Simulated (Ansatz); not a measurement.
# From LDA to G0W0: BaTiO3 (R3m), part 2 of 2

Wanted: the gap of BaTiO3 (R3m) with a many-body correction, and the time that it takes.

Ansatz 0.2.0; LDA, then G0W0 on it, plane waves, PAW. Known limits of the many-body steps: finite bands, screening cutoff and k mesh; no spin-orbit coupling in G0W0.

So far. Step 2 (Bands along the symmetry lines): Over mesh and path the gap is 2.355 eV, from k = (0.500, 0.500, 0.500) to k = Γ. The least direct gap found is 2.686 eV, at k = (0.050, -0.050, 0.000). The program's warnings for this run: pseudo functional mismatch.

In doubt: masses and optical values from hybrid runs of this build are listed as unsure (in some of the runs), which bears on the screening that GW takes from such a start.

## 3. G0W0 on the 4×4×4 mesh

G0W0 replaces the xc potential by a self-energy built once from the orbitals of the start. Levels are corrected in the window of bands that the input names, at points of the mesh.

This step: G0W0 on LDA, plane waves, PAW.

File input.yaml:

```yaml
crystal:
  lattice:
    - [2.8273666084, 1.6323808724, 2.3183934932]
    - [-2.8273666084, 1.6323808724, 2.3183934932]
    - [0.0, -3.2647617449, 2.3183934932]
  atoms:
    - { symbol: Ba, position: [0.0, 0.0, 0.0] }
    - { symbol: Ti, position: [0.4845, 0.4845, 0.4845] }
    - { symbol: O, position: [0.5086, 0.5086, 0.0175] }
    - { symbol: O, position: [0.0175, 0.5086, 0.5086] }
    - { symbol: O, position: [0.5086, 0.0175, 0.5086] }
kpoints:
  mp_grid: { grid: [4, 4, 4] }
hamiltonian:
  xc: lda
  pseudopotentials: { kind: paw, azcp: { folder: "./paw" } }
scf:
  occupations: { method: fixed }
gw:
  n_empty_bands: 508
  ecut_chi: 230.0
  qp_bands: [v2, c2]
  qp_kpoints: band_edges
  screening: { model: contour_deformation }
```

Run with:

```sh
> ansatz run input.yaml --threads 3 --pin off --max-ram 92160MiB --backend cuda --events-out ev --progress --plain --runs-dir out --devices 1 --max-vram 13GiB
```

Numbers of over 12 decimals in the logs are rounded to 6 here.

Output:

```text
[...]
GPUs: using 1 of 1 available (devices: 1).
[...]
GPU FFT provider: cuFFT
GPU libraries: cuBLAS 13.8.2, cuFFT 12.4.0, cuSOLVER 12.3.4
Crystal: 5 atoms, lattice volume = 64.201 Å³
Basis set: ecut = 420 eV, 1237 PW (Γ)
Bands: 25, of which v1, the nominal top of the filled ones, is band 20 counted from 1 (19 counted from 0)
Symmetry: 6 space group operations
[...]
k-points: 13 of 64 (time reversal used)
[...]
GPU buffer pool allocated for 19683 grid points (all kernels)
[...]
SCF iter   1: F=—  HF=-9905.097852 eV  |F-HF|=—  |Δ(HF+E_count)|=         —  Δρ=5.59e-2  dr2=1.95e0  ethr=3.10e-3  ⟨swp⟩=4.8  Hψ=1256  notcnv=0  defer=25
[...]
SCF iter   8: F=-9904.583849 eV  HF=-9904.583849 eV  |F-HF|=7.15e-9  |Δ(HF+E_count)|=   4.76e-8  Δρ=6.16e-6  dr2=1.71e-8  ethr=2.50e-10  ⟨swp⟩=8.5  Hψ=1296  notcnv=0
SCF 1 converged in 8 iterations: F = -9904.583849 eV  dr2 = 1.71e-8
[...]
NSCF: frozen V_eff on 13 k-points, pencils in batches of 32, up to order 100
the band table was solved once the SCF had ended and its energy, with any forces and stress, was formed, with the checks that follow a solve (1430 applications of the Hamiltonian). They found nothing against the state; the energy, forces and stress were not computed again (output.eigenvalues in the input reference)
[...]
NSCF: frozen V_eff on 13 k-points
G₀W₀ screening: q 1/13
[... further progress lines ...]
[...]
SCF converged after 8 iterations
Free energy (F): -9904.583849 eV
[...]
Internal energy: -9904.583849 eV  (E = F + TS)
E sigma→0 (E₀):  -9904.583849 eV
Fermi energy:    9.818031 eV
[...]
--- Band table (eV; the first three rows and the last of 13) ---
  k-point 0: bands = [... 16 lower, 8.7190, 9.3230, 9.4671, 9.4671, 12.1724, 12.1724, 12.3276, 14.3943, ... 1 higher]
  k-point 1: bands = [... 16 lower, 8.3858, 8.6098, 9.1870, 9.2337, 12.2621, 12.8858, 12.9677, 14.3854, ... 1 higher]
  k-point 2: bands = [... 16 lower, 8.1369, 8.1936, 8.8900, 9.0296, 12.3296, 13.6160, 13.7113, 14.3554, ... 1 higher]
  k-point 12: bands = [... 16 lower, 7.5310, 9.8031, 9.8031, 9.8180, 14.1730, 14.3218, 14.3218, 16.4735, ... 1 higher]
--- G₀W₀: contour deformation, 7 samples at zero and on the imaginary axis and 1 off it, 64 q-points, 508 empty bands' worth ---
  eigenvalues of the whole cell's RPA ε∞ on this k-mesh (on a slab, of 1 + 4πα/V) = 5.3781, 5.8461, 5.8461; static W/v taken at q = 0 is 0.175908
  bands read: the sum over 528 bands ends inside a degenerate multiplet in 1 slot, whose members it reads at an even weight; the widest, k=12: bands 528 to 529 (counted from 1) at 1/2 each
  gw.qp_kpoints: band_edges: 9 of 13 stored k-points solved, in 1 pass; an edge of the gap read off the rows below is read off those points alone
    valence top: of the k-points left out ik 8 came nearest to being solved in a further pass, in band 20 (counted from 1, as in the quasiparticle table): it holds the edge there only if its correction is more favourable than any solved in that band by at least 0.471 eV; those differ by 0.054 eV
    conduction bottom: of the k-points left out ik 9 came nearest to being solved in a further pass, in band 21 (counted from 1, as in the quasiparticle table): it holds the edge there only if its correction is more favourable than any solved in that band by at least 0.976 eV; those differ by 0.028 eV
    ik  band        ε_KS         Σx   Σc(E_QP)       V_xc       Z   E_QP_lin       E_QP  E_QP is
     0    19      9.4671   -25.7743     3.9038   -21.4345  0.7267     9.0278     9.0311  root
     0    20      9.4671   -25.7743     3.9038   -21.4345  0.7267     9.0278     9.0311  root
     0    21     12.1724   -13.0308    -6.3191   -20.6661  0.7398    13.5197    13.4887  root
     0    22     12.1724   -13.0308    -6.3191   -20.6661  0.7398    13.5197    13.4887  root
     1    19      9.1870   -25.2030     3.7982   -20.9786  0.7248     8.7574     8.7608  root
     1    20      9.2337   -25.7688     4.0451   -21.2661  0.7247     8.7723     8.7762  root
     1    21     12.2621   -13.2466    -6.3746   -20.9404  0.7370    13.6134    13.5813  root
     1    22     12.8858   -13.9882    -6.6453   -21.9528  0.7220    14.2429    14.2052  root
     2    19      8.8900   -25.3107     3.9469   -20.9101  0.7224     8.4321     8.4362  root
     2    20      9.0296   -25.8908     4.2206   -21.1806  0.7234     8.5355     8.5401  root
     2    21     12.3296   -13.3375    -6.5381   -21.2203  0.7339    13.7090    13.6743  root
     2    22     13.6160   -14.6499    -7.1843   -23.1566  0.6998    14.9879    14.9384  root
     3    19      8.9276   -25.2422     4.0081   -20.7705  0.7239     8.4598     8.4641  root
     3    20      9.3435   -25.4470     4.2594   -20.6983  0.7196     8.8494     8.8543  root
     3    21     12.8824   -13.8329    -6.7593   -21.9255  0.7227    14.2545    14.2157  root
     3    22     13.0174   -14.2158    -6.7242   -22.2676  0.7176    14.3849    14.3450  root
     4    19      8.8369   -25.1244     4.2900   -20.3348  0.7180     8.3318     8.3373  root
     4    20      9.3412   -25.1588     4.3287   -20.3436  0.7167     8.8499     8.8548  root
     4    21     12.9734   -14.0483    -6.8199   -22.2101  0.7190    14.3559    14.3153  root
     4    22     13.6608   -14.5008    -7.3177   -23.1500  0.6989    15.0436    14.9924  root
     5    19      8.9599   -25.2945     4.0479   -20.7775  0.7240     8.4864     8.4908  root
     5    20      9.3648   -25.3922     4.2265   -20.6872  0.7192     8.8817     8.8864  root
     5    21     12.8005   -13.7918    -6.6870   -21.8109  0.7253    14.1701    14.1326  root
     5    22     13.0363   -14.0184    -6.8138   -22.1624  0.7177    14.4071    14.3666  root
     6    19      9.0102   -25.1679     4.3411   -20.3032  0.7176     8.4805     8.4866  root
     6    20      9.7643   -25.6338     4.3926   -20.7625  0.7185     9.2811     9.2855  root
     6    21     13.7011   -14.7185    -7.2961   -23.3501  0.6974    15.0888    15.0367  root
     6    22     13.7022   -14.6732    -7.3246   -23.3240  0.6965    15.0804    15.0285  root
    10    19      9.3223   -25.1852     4.3938   -20.2945  0.7166     8.8202     8.8254  root
    10    20      9.7870   -25.6907     4.3926   -20.8254  0.7185     9.3100     9.3142  root
    10    21     13.8857   -14.6301    -7.4803   -23.4345  0.6928    15.2648    15.2097  root
    10    22     13.9857   -14.6937    -7.5136   -23.5353  0.6909    15.3701    15.3136  root
    12    19      9.8031   -25.7385     4.3893   -20.8824  0.7186     9.3323     9.3364  root
    12    20      9.8180   -25.7631     4.3998   -20.8952  0.7186     9.3457     9.3498  root
    12    21     14.1730   -14.6101    -7.7928   -23.7242  0.6833    15.5546    15.4942  root
    12    22     14.3218   -14.7070    -7.8861   -23.9194  0.6800    15.7108    15.6481  root
```

Wall time 32 s (1 × NVIDIA H100 80GB HBM3 (shared by 6 runs) with 3 threads of AMD EPYC 7R13 (Zen 3), shared host); peak memory 1.7 GiB.

This step gave:

```yaml
bands_summed: 528
rpa_eps_infinity_on_this_mesh_eigenvalues: 5.378, 5.846, 5.846
plane_waves_in_the_screening_matrix: 485
q_points_in_the_mesh: 64
g0w0_gap_over_the_corrected_points: 4.139 eV
k_of_the_valence_top: -0.5, -0.5, -0.5
k_of_the_conduction_bottom: 0, 0, 0
starting_gap_on_the_mesh: 2.354 eV
z_at_the_valence_top: 0.7186
z_at_the_conduction_bottom: 0.7398
least_direct_g0w0_gap_over_the_corrected_points: 4.458 eV
```

Over 9 of 13 irreducible mesh points the G0W0 gap is 4.139 eV, from k = (-0.500, -0.500, -0.500) to k = Γ. The LDA gap of this run on the mesh is 2.354 eV. The two states that bound the G0W0 gap lie that far apart at the start, so the correction of the gap is 4.139 − 2.354 = +1.785 eV. The start of this run differs from the step before in mesh (6×6×6 and 4×4×4). The program's warnings for this run: pseudo functional mismatch.

Labels follow the order of the start: v1 is the top filled band, c1 the lowest empty one; levels that stay degenerate share a row, the window can cut a multiplet, doubted levels are not marked in this list, bands outside the window were not corrected, and the list may be a part of the corrected levels. Levels before and after the correction, in eV, zero at the valence-band top of each column:

```
           conduction bottom  valence top
Kohn-Sham               2.35         0.00
     G0W0               4.14         0.00
```

```
                         level  occupation  energy (eV)
Kohn-Sham              Γ v2-v1           2       -0.351
Kohn-Sham              Γ c1-c2           0        2.354
Kohn-Sham  (-0.5 -0.5 -0.5) v2           2       -0.015
Kohn-Sham  (-0.5 -0.5 -0.5) v1           2        0.000
Kohn-Sham  (-0.5 -0.5 -0.5) c1           0        4.355
Kohn-Sham  (-0.5 -0.5 -0.5) c2           0        4.504
     G0W0              Γ v2-v1           2       -0.319
     G0W0              Γ c1-c2           0        4.139
     G0W0  (-0.5 -0.5 -0.5) v2           2       -0.013
     G0W0  (-0.5 -0.5 -0.5) v1           2        0.000
     G0W0  (-0.5 -0.5 -0.5) c1           0        6.144
     G0W0  (-0.5 -0.5 -0.5) c2           0        6.298
```

The parts of the quasiparticle energy for the two states that bound the G0W0 gap, in eV on the run's own scale (QP = start + Σx + Σc − Vxc, with Σc at the quasiparticle energy):

```
             edge                         k  band   start       Σx      Σc      Vxc      Z      QP
      valence top  (-0.500, -0.500, -0.500)    20   9.818  −25.763   4.400  −20.895  0.719   9.350
conduction bottom                         Γ    21  12.172  −13.031  −6.319  −20.666  0.740  13.489
```

## 4. Spin-orbit coupling

This run has two-component orbitals with spin-orbit coupling.

This step: DFT, LDA with spin-orbit coupling, plane waves, PAW.

File input.yaml:

```yaml
crystal:
  lattice:
    - [2.8273666084, 1.6323808724, 2.3183934932]
    - [-2.8273666084, 1.6323808724, 2.3183934932]
    - [0.0, -3.2647617449, 2.3183934932]
  atoms:
    - { symbol: Ba, position: [0.0, 0.0, 0.0] }
    - { symbol: Ti, position: [0.4845, 0.4845, 0.4845] }
    - { symbol: O, position: [0.5086, 0.5086, 0.0175] }
    - { symbol: O, position: [0.0175, 0.5086, 0.5086] }
    - { symbol: O, position: [0.5086, 0.0175, 0.5086] }
kpoints:
  mp_grid: { grid: [6, 6, 6] }
  band_path:
    path:
      - [0.0, 0.0, 0.0]
      - [0.5, 0.5, 0.5]
      - [0.50282879, 0.49717121, 0.5]
      - [0.5, -0.49717121, 0.49717121]
      - [0.5, 0.0, 0.0]
      - [0.49858561, -0.49858561, 0.0]
      - [0.50141439, 0.0, 0.49858561]
      - [0.049858561, -0.049858561, 0.0]
    npoints: 1
hamiltonian:
  xc: lda
  pseudopotentials: { kind: paw_fr, azcp: { folder: "./paw" } }
scf:
  occupations: { method: fixed }
  n_extra_bands: 10
magnetization:
  noncollinear: true
  spin_orbit: true
output:
  eigenvalues: true
```

Output:

```text
[...]
GPUs: using 1 of 1 available (devices: 1).
[...]
non-collinear run that drives no moment, with spin-orbit: no starting moment large enough to seed its density (crystal.atoms[].spin), no starting occupations that ask for one, no magnetisation constraint and no magnetic field, so the semilocal B_xc is pinned to zero
[...]
GPU FFT provider: cuFFT
GPU libraries: cuBLAS 13.8.2, cuFFT 12.4.0, cuSOLVER 12.3.4
Crystal: 5 atoms, lattice volume = 64.201 Å³
Basis set: ecut = 420 eV, 1237 PW (Γ)
Bands: 50, of which v1, the nominal top of the filled ones, is band 40 counted from 1 (39 counted from 0)
Symmetry: 6 space group operations + 6 with time reversal
[...]
k-points: 32 of 216 (time reversal used)
Projection manifold: j_resolved (fully-relativistic pseudo-atomic orbitals)
[...]
GPU buffer pool allocated for 19683 grid points (all kernels)
[...]
SCF iter   1: F=—  HF=-9909.751066 eV  |F-HF|=—  |Δ(HF+E_count)|=         —  Δρ=5.58e-2  dr2=1.93e0  dr2_m=0.00e0 (ungated)  ethr=3.10e-3  |M|=0.00e0 ∫|m|=0.00e0 μB  |m|>n=0.0e0 m-floor=0.0e0 τ_xc=0.0e0  β_m=0.30  ⟨swp⟩=4.6  Hψ=6706  notcnv=0  defer=152
[...]
spin=Noncollinear: Resta preconditioning applied to the charge; magnetization (m_x, m_y, m_z) channels mix plain (no charge-response kernel on spin).
SCF iter   2: F=—  HF=-9909.458667 eV  |F-HF|=—  |Δ(HF+E_count)|=   2.92e-1  Δρ=3.42e-2  dr2=8.76e-1  dr2_m=0.00e0 (ungated)  ethr=3.10e-3  |M|=0.00e0 ∫|m|=0.00e0 μB  |m|>n=0.0e0 m-floor=0.0e0 τ_xc=0.0e0  β_m=0.56  ⟨swp⟩=3.2  Hψ=2652  notcnv=0  defer=124
[...]
SCF iter   8: F=-9909.245262 eV  HF=-9909.245262 eV  |F-HF|=4.69e-9  |Δ(HF+E_count)|=   1.19e-7  Δρ=5.34e-6  dr2=1.33e-8  dr2_m=0.00e0 (ungated)  ethr=2.50e-10  |M|=0.00e0 ∫|m|=0.00e0 μB  |m|>n=0.0e0 m-floor=0.0e0 τ_xc=0.0e0  ⟨swp⟩=9.8  Hψ=7150  notcnv=0
SCF 1 converged in 8 iterations: F = -9909.245262 eV  dr2 = 1.33e-8
[...]
SCF converged after 8 iterations
Magnetization: |M| = 0.0000 μB,  M = (+0.0000, +0.0000, +0.0000) μB
Absolute magnetization: 0.0000 μB (∫|m|)
  site 0: m = (+0.0000, +0.0000, +0.0000) μB, |m| = 0.0000 μB  (R = 1.15 Å)
  site 1: m = (+0.0000, +0.0000, +0.0000) μB, |m| = 0.0000 μB  (R = 0.77 Å)
  site 2: m = (+0.0000, +0.0000, +0.0000) μB, |m| = 0.0000 μB  (R = 0.77 Å)
  site 3: m = (+0.0000, +0.0000, +0.0000) μB, |m| = 0.0000 μB  (R = 0.77 Å)
  site 4: m = (+0.0000, +0.0000, +0.0000) μB, |m| = 0.0000 μB  (R = 0.77 Å)
Free energy (F): -9909.245262 eV
[...]
Internal energy: -9909.245262 eV  (E = F + TS)
E sigma→0 (E₀):  -9909.245262 eV
Fermi energy:    9.818828 eV
[...]
--- Band table (eV; the first three rows and the last of 32) ---
  k-point 0: bands = [... 36 lower, 9.4534, 9.4534, 9.5138, 9.5138, 12.1643, 12.1643, 12.1756, 12.1756, ... 6 higher]
  k-point 1: bands = [... 36 lower, 9.2852, 9.3468, 9.3924, 9.3977, 12.2159, 12.2252, 12.5469, 12.5557, ... 6 higher]
  k-point 2: bands = [... 36 lower, 9.0144, 9.0340, 9.1305, 9.1350, 12.2932, 12.2959, 13.2366, 13.2451, ... 6 higher]
  k-point 31: bands = [... 36 lower, 9.8067, 9.8067, 9.8188, 9.8188, 14.1710, 14.1710, 14.3178, 14.3178, ... 6 higher]
```

It took 14 s on 1 × NVIDIA H100 80GB HBM3 (shared by 6 runs) with 3 threads; peak memory 0.96 GiB; 8.1 s of CPU time.

This step gave:

| Item | Value |
| --- | --- |
| gap | 2.345 eV |
| valence top at | H_2 |
| conduction bottom at | Γ |
| least direct gap | 2.633 eV |

Over mesh and listed points the gap is 2.345 eV, from k = (0.503, 0.497, 0.500) to k = Γ. The least direct gap found is 2.633 eV, at k = (0.050, -0.050, 0.000). LDA+SOC against LDA: 2.345 − 2.355 = −0.010 eV. Mesh, set of files and cutoff are the same, but the valence top lies at another k point, so this need not be the shift of one pair of states. The spin-orbit run sees mesh and listed points alone, so its gap is an upper bound: the coupling can move an edge off these points, the more so as this crystal has no centre of inversion, and the change over the zone, its sign included where it is small, is not known. The program's warnings for this run: pseudo functional mismatch.

## 5. The runs together

Each gap is the least one over the points named; times are wall times on shared hosts, not benchmarks. A G0W0 time includes the run's own self-consistent start. Runs with listed points see these and the mesh alone, so an edge that moves elsewhere is missed. Rows marked * are further runs, not shown as steps, whose inputs differ from the G0W0 step on the same start in the columns given; solver thresholds can differ too. Symmetry makes (0.500, 0.500, 0.500) and (-0.500, -0.500, -0.500) one point.

```
    level   mesh       files, cutoff    bands summed, screening                           points  gap (eV)               valence top  conduction bottom  least direct gap (eV)  time
      LDA  6×6×6  soft_1 PAW, 420 eV                          -                    mesh and path     2.355     (0.500, 0.500, 0.500)                  Γ                  2.686  19 s
  LDA+SOC  6×6×6  soft_1 PAW, 420 eV                          -           mesh and listed points     2.345     (0.503, 0.497, 0.500)                  Γ                  2.633  14 s
G0W0@LDA*  4×4×4  soft_1 PAW, 420 eV                 103, 69 eV  9 of 13 irreducible mesh points     4.156  (-0.500, -0.500, -0.500)                  Γ                  4.435  20 s
G0W0@LDA*  4×4×4  soft_1 PAW, 420 eV                256, 138 eV  9 of 13 irreducible mesh points     4.093  (-0.500, -0.500, -0.500)                  Γ                  4.402  23 s
 G0W0@LDA  4×4×4  soft_1 PAW, 420 eV                528, 230 eV  9 of 13 irreducible mesh points     4.139  (-0.500, -0.500, -0.500)                  Γ                  4.458  32 s
G0W0@LDA*  4×4×4  soft_1 PAW, 420 eV  256, 138 eV, plasmon pole  9 of 13 irreducible mesh points     4.112  (-0.500, -0.500, -0.500)                  Γ                  4.429  26 s
```

## 6. Summary of results

```yaml
lda_gap_over_mesh_and_path: 2.355 eV, from k = (0.500, 0.500, 0.500) to k = Γ
g0w0_lda_gap_over_9_of_13_irreducible_mesh_points: 4.139 eV, from k = (-0.500, -0.500, -0.500) to k = Γ
lda_soc_gap_over_mesh_and_listed_points: 2.345 eV
gw_settings: 4×4×4 mesh, 508 empty bands, screening to 230 eV
known_limits: finite bands, screening cutoff and k mesh; no spin-orbit coupling in G0W0
```

What this shows: Over 9 of 13 irreducible mesh points the G0W0 gap is 4.139 eV, from k = (-0.500, -0.500, -0.500) to k = Γ. The LDA gap of this run on the mesh is 2.354 eV. The two states that bound the G0W0 gap lie that far apart at the start, so the correction of the gap is 4.139 − 2.354 = +1.785 eV. The valence state moves by 9.350 − 9.818 = −0.468 eV and the conduction state by 13.489 − 12.172 = +1.317 eV, on the run's own scale; with 103 bands the edge states move by +0.067 and +1.869 eV, so the split between the edges depends on the bands and cutoff. Both edges that LDA shows over mesh and path lie at k points where levels were corrected. Levels at other points were not corrected, so a lower G0W0 gap elsewhere in the zone is not ruled out. From 103 bands and 69 eV to 528 bands and 230 eV the gap moves by 4.139 − 4.156 = −0.017 eV (rung by rung 4.156, 4.093, 4.139 eV); bands and screening cutoff rise together, so their parts are not told apart. The gap turns back along the series (4.156, 4.093, 4.139 eV), so no line is drawn and the limit is not known. With the plasmon pole model in place of the contour deformation model and all else as in the G0W0@LDA row with 256 bands, the gap differs by 4.112 − 4.093 = +0.019 eV. G0W0 on other starts in this series, not shown as steps and not all at these settings: 4.340 eV on HSE06 (4×4×4, soft_1 PAW, 256 bands, 138 eV) and 4.600 eV on PBE0 (4×4×4, soft_1 PAW, 256 bands, 138 eV). LDA+SOC against LDA: 2.345 − 2.355 = −0.010 eV. Mesh, set of files and cutoff are the same, but the valence top lies at another k point, so this need not be the shift of one pair of states. The spin-orbit run sees mesh and listed points alone, so its gap is an upper bound: the coupling can move an edge off these points, the more so as this crystal has no centre of inversion, and the change over the zone, its sign included where it is small, is not known. What spin-orbit coupling does to the G0W0 levels was not computed, so no sum with the G0W0 gap is formed. For the G0W0 step: the program's warnings for this run: pseudo functional mismatch. For the further run with 103 bands on the 4×4×4 mesh, the program warns: pseudo functional mismatch. For the further run with 256 bands on the 4×4×4 mesh, the program warns: pseudo functional mismatch. The G0W0 runs are scalar-relativistic. No pair of G0W0 runs that differ in the mesh alone is shown (4×4×4 is a supercell whose nearest images lie 16 Å apart), so the error from the mesh is not known here. G0W0@LDA runs of this series with other atomic data on the same mesh, not shown as steps, give 4.092 eV (hard PAW, 930 eV, 256 bands, screening to 138 eV; the table's row with the same empty bands and screening cutoff has 4.093 eV); where bands and cutoffs differ too, the part of the files is not isolated.

[Paths, hosts, dates, memory and timing lines, banners, echoed tables and standing remarks are left out of the program output.]

[Logs are printed without paths, hosts, clocks, repeated set-up lines and the standing remarks that a program may print on its own settings, such as how far it seeks lower states.]

[Runs of the session that timed out or met a known fault of the program may be left out.]

[Cells called generated may have been cut or substituted from an entry of the Crystallography Open Database or the Materials Project.]

[Hosts, paths, dates, database ids (printed as entryN), source tags and the programs' standing remarks are cut or masked in the printed files.]

[Where an RPA ε∞ is given, it is that of the G0W0 mesh and is not shown converged in it. Names of k-points follow the symmetry that the program found, which can be lower than the space group named. Band edges on a path are those of the sampled points; other points can move an edge, and change direct to indirect where valleys lie close.]

[Hybrid gaps are those of their k-mesh and are not shown converged in it.]
